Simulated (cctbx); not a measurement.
## What is wrong with this refinement?

Cell a = 10.7550 Å, b = 7.0920 Å, c = 17.0440 Å, α = 90.00°, β = 90.00°, γ = 90.00°; space group Pnma (no. 62).

Simulated single-crystal data (cctbx): Ga Kα, λ = 1.3414 Å, to d = 0.83 Å, 95 % of the full sphere, strongest reflection 20000 counts, noise from counting, a 6 % proportional error and a noise floor of 2 counts (s.d.); no absorption.

An anisotropic refinement with weights 1/σ² prints:

```text
Rint 0.051, 1296 unique reflections to 0.83 A
cycle     R1     wR2    GooF  max shift (A)
   1  0.0320  0.0884   2.102   0.00821
   3  0.0321  0.0865   2.058   0.00006
final R1 0.0321 wR2 0.0865 GooF 2.058  parameters 102  data/parameter 12.7
atom        x        y        z      Ueq    occ   su(xyz)  su(Uiso or U11)
Pb1    0.74910  0.50012  0.55266   0.0049  1.000  0.00005  0.0003
Pb2    0.93462  0.25000  0.87299   0.0059  1.000  0.00005  0.0003
Pb3    0.44889  0.75000  0.13010   0.0059  1.000  0.00005  0.0003
K1     0.74630  0.25000  0.28869   0.0111  1.000  0.00027  0.0016
P1     0.02973  0.75000  0.56242   0.0114  1.000  0.00037  0.0018
P2     0.95841  0.75000  0.94643   0.0093  1.000  0.00035  0.0017
P3     0.20556  0.25000  0.77330   0.0116  1.000  0.00036  0.0017
O1     0.10423  0.25000  0.96484   0.0136  1.000  0.00099  0.0055
O2     0.06178  0.94710  0.61139   0.0137  1.000  0.00118  0.0038
O3     0.61920  0.75000  0.02494   0.0112  1.000  0.00098  0.0053
O4     0.59402  0.45646  0.40250   0.0094  1.000  0.00107  0.0033
O5     0.62473  0.25000  0.03405   0.0132  1.000  0.00101  0.0052
O6     0.95312  0.75000  0.23285   0.0111  1.000  0.00095  0.0051
O7     0.11323  0.75000  0.95684   0.0102  1.000  0.00095  0.0051
O8     0.24733  0.95749  0.32029   0.0110  1.000  0.00121  0.0038
difference map: max 16.04 min -1.15 rms 0.47
Q1    0.2487  0.2500  0.6745    4   16.71  1.75 A from P3
Q2    0.2477  0.2500  0.1838    4    2.03  0.47 A from K1
Q3    0.2467  0.9993  0.4337    8    1.54  0.24 A from Pb1
Q4    0.0741  0.7500  0.1244    4    1.53  0.10 A from Pb2
Q5    0.2484  0.2500  0.6056    4    1.35  2.04 A from Pb2
Q6    0.0689  0.2500  0.6255    4    1.29  0.21 A from Pb3
```

**Question.** Can this result stand? If not, what is the likely fault?

Mend it. The fault: an atom left out, O at (0.2487, 1/4, 0.6743). Against the right model at the same level, R1 goes from 0.0160 to 0.0321 and GooF from 0.95 to 2.06 and the top difference peak, 16.7 e/Å³, lies 1.75 Å from P3. Q1 is the missing atom. With scattering power missing, scale and phases suffer, so peaks may also grow on the heavy atoms.

The compound is KP3Pb4O12. The right model at the same level gives:

```text
Rint 0.051, 1296 unique reflections to 0.83 A
cycle     R1     wR2    GooF  max shift (A)
   1  0.0163  0.0405   0.967   0.00230
   2  0.0160  0.0397   0.948   0.00010
final R1 0.0160 wR2 0.0397 GooF 0.948  parameters 108  data/parameter 12.0
atom        x        y        z      Ueq    occ   su(xyz)  su(Uiso or U11)
Pb1    0.74910  0.50014  0.55271   0.0052  1.000  0.00002  0.0001
Pb2    0.93460  0.25000  0.87300   0.0063  1.000  0.00002  0.0001
Pb3    0.44888  0.75000  0.13009   0.0063  1.000  0.00002  0.0001
K1     0.74646  0.25000  0.28901   0.0101  1.000  0.00012  0.0007
P1     0.02969  0.75000  0.56235   0.0120  1.000  0.00017  0.0008
P2     0.95831  0.75000  0.94646   0.0097  1.000  0.00016  0.0008
P3     0.20595  0.25000  0.77320   0.0119  1.000  0.00016  0.0008
O1     0.10431  0.25000  0.96478   0.0141  1.000  0.00046  0.0025
O2     0.06151  0.94681  0.61111   0.0150  1.000  0.00055  0.0018
O3     0.61933  0.75000  0.02507   0.0122  1.000  0.00046  0.0024
O4     0.59414  0.45527  0.40248   0.0104  1.000  0.00051  0.0016
O5     0.62507  0.25000  0.03451   0.0145  1.000  0.00047  0.0024
O6     0.95364  0.75000  0.23315   0.0118  1.000  0.00044  0.0023
O7     0.11384  0.75000  0.95654   0.0109  1.000  0.00044  0.0024
O8     0.24728  0.95756  0.32004   0.0128  1.000  0.00057  0.0018
O9     0.24904  0.25000  0.67431   0.0150  1.000  0.00041  0.0026
difference map: max 1.22 min -1.06 rms 0.24
Q1    0.0785  0.7500  0.1927    4    1.25  1.13 A from Pb2
Q2    0.0988  0.7500  0.6965    4    1.07  1.68 A from K1
Q3    0.0219  0.2500  0.0013    4    0.89  0.92 A from P2
Q4    0.0861  0.7500  0.2621    4    0.88  1.51 A from O6
Q5    0.2403  0.2500  0.8347    4    0.85  1.11 A from P3
Q6    0.0161  0.7500  0.8507    4    0.84  1.75 A from P2
```

The model was made for the exercise: a known structure type with other elements put in, its volume estimated, not relaxed; displacement parameters are assumed.

[Middle refinement cycles are left out of these outputs.]

[Logs are printed without paths, hosts, clocks, repeated set-up lines and the standing remarks that a program may print on its own settings, such as how far it seeks lower states.]
